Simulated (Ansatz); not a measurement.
As2PtS2 (heterobilayer), computed twice by G0W0.

The cell holds 5 atoms: 1 Pt, 2 S and 2 As. Its edges and angles: a = 3.601 Å, b = 3.601 Å, c = 35.100 Å, α = 90.0°, β = 90.0°, γ = 120.0°. Regions: layer 1 (PtS2), 3 atoms (1 Pt and 2 S); layer 2 (As-hc), 2 atoms (2 As). Vacuum lies along c.

```xyz
5
Lattice="3.6009 0.0000 0.0000 -1.8004 3.1185 0.0000 0.0000 0.0000 35.1000" Properties=species:S:1:pos:R:3
Pt    0.0000    0.0000   15.8050
S     0.0000    2.0790   17.0029
S     1.8004    1.0395   14.5770
As    0.0000    0.0000   20.5230
As    1.8004    1.0395   19.1621
```

The structure was relaxed with PBE-D3(BJ). The runs that relaxed it are not among those shown. Spin-orbit coupling is left out unless a run names it.

The first (Ansatz 0.2.0; start PBE, 6×6×1 mesh, 581 empty bands, screening to 75 eV, PAW set soft_1 files; 4 threads of Arm Neoverse V1, shared host) gave, on its mesh: starting gap 0.55 eV, G0W0 gap 1.17 eV, mean of 1 + 4πα/V (set by the cell height) 4.37, 12 min.

The second gave: starting gap 0.55 eV, G0W0 gap 1.13 eV, mean of 1 + 4πα/V (set by the cell height) 4.51, 1.9 min.

Question: What was changed in the input? Choose among start, files, mesh, bands and cutoff, frequency model or another key.

Changed: empty bands from 581 to 234 and screening cutoff (eV) from 75.0 to 41. The starting gap stayed, which rules out the functional and points to the GW step. Other changes could give like numbers; this is the one that was made.

Limits: not at the basis limit; coarse mesh for a sheet; no spin polarisation; d states lean on the start; no spin-orbit coupling.

[Paths, hosts, dates, memory and timing lines, banners, echoed tables and standing remarks are left out of the program output.]

[Logs are printed without paths, hosts, clocks, repeated set-up lines and the standing remarks that a program may print on its own settings, such as how far it seeks lower states.]

[Runs of the session that timed out or met a known fault of the program may be left out.]

[Cells called generated may have been cut or substituted from an entry of the Crystallography Open Database or the Materials Project.]

[Hosts, paths, dates, database ids (printed as entryN), source tags and the programs' standing remarks are cut or masked in the printed files.]
